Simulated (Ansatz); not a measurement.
Computed results, one entry a study.

```
! title: A low-energy model for PaBr4 (I4_1/amd): bands, U and J
! method: DFT, LDA, plane waves, PAW (and 1 further level or step)
! program: Ansatz 0.2.0
! settings of one run: cutoff 420 eV, 4×4×4 k-mesh, smearing width 0.08 eV, default PAW, coordination {"Pa": "other"}, magnetic state non-magnetic by constraint
! cost: 3 runs, 15 min in all on 8 threads of Arm Neoverse V2, shared host (the runs of this entry)
! notes: The cell and positions come from the Crystallography Open Database and are kept as given unless a step says otherwise. Limits: no spin polarisation; no spin-orbit coupling. The bands cross the Fermi level under this constraint, which need not be the crystal’s state: magnetic order, correlation or a lattice distortion may open a gap. Spin-orbit coupling, which is strong for atoms this heavy, is left out. Coarse meshes can leave U off its limit, most where the target bands are metallic.
! Pa f: U 3.42 eV, U′ 2.78 eV, J 0.31 eV, bare V 15.3 eV
! Pa f + anion p: U 5.68 eV, U′ 4.95 eV, J 0.34 eV, bare V 16.2 eV
! method: constrained RPA on non-magnetic LDA, 2×2×2 mesh, static; search for lower states off
CELL_PARAMETERS angstrom
-4.41200 4.41200 3.97850
4.41200 -4.41200 3.97850
4.41200 4.41200 -3.97850
ATOMIC_POSITIONS crystal
Pa 0.00000 0.00000 0.00000
Pa 0.75000 0.25000 0.50000
Br 0.23600 0.92900 0.30700
Br 0.67900 0.87200 0.19300
Br 0.62200 0.92900 0.69300
Br 0.67900 0.48600 0.80700
Br 0.51400 0.32100 0.19300
Br 0.07100 0.76400 0.69300
Br 0.12800 0.32100 0.80700
Br 0.07100 0.37800 0.30700
```

[Paths, hosts, dates, memory and timing lines, banners, echoed tables and standing remarks are left out of the program output.]

[Logs are printed without paths, hosts, clocks, repeated set-up lines and the standing remarks that a program may print on its own settings, such as how far it seeks lower states.]

[Runs of the session that timed out or met a known fault of the program may be left out.]

[Hosts, paths, dates, database ids (printed as entryN), source tags and the programs' standing remarks are cut or masked in the printed files.]
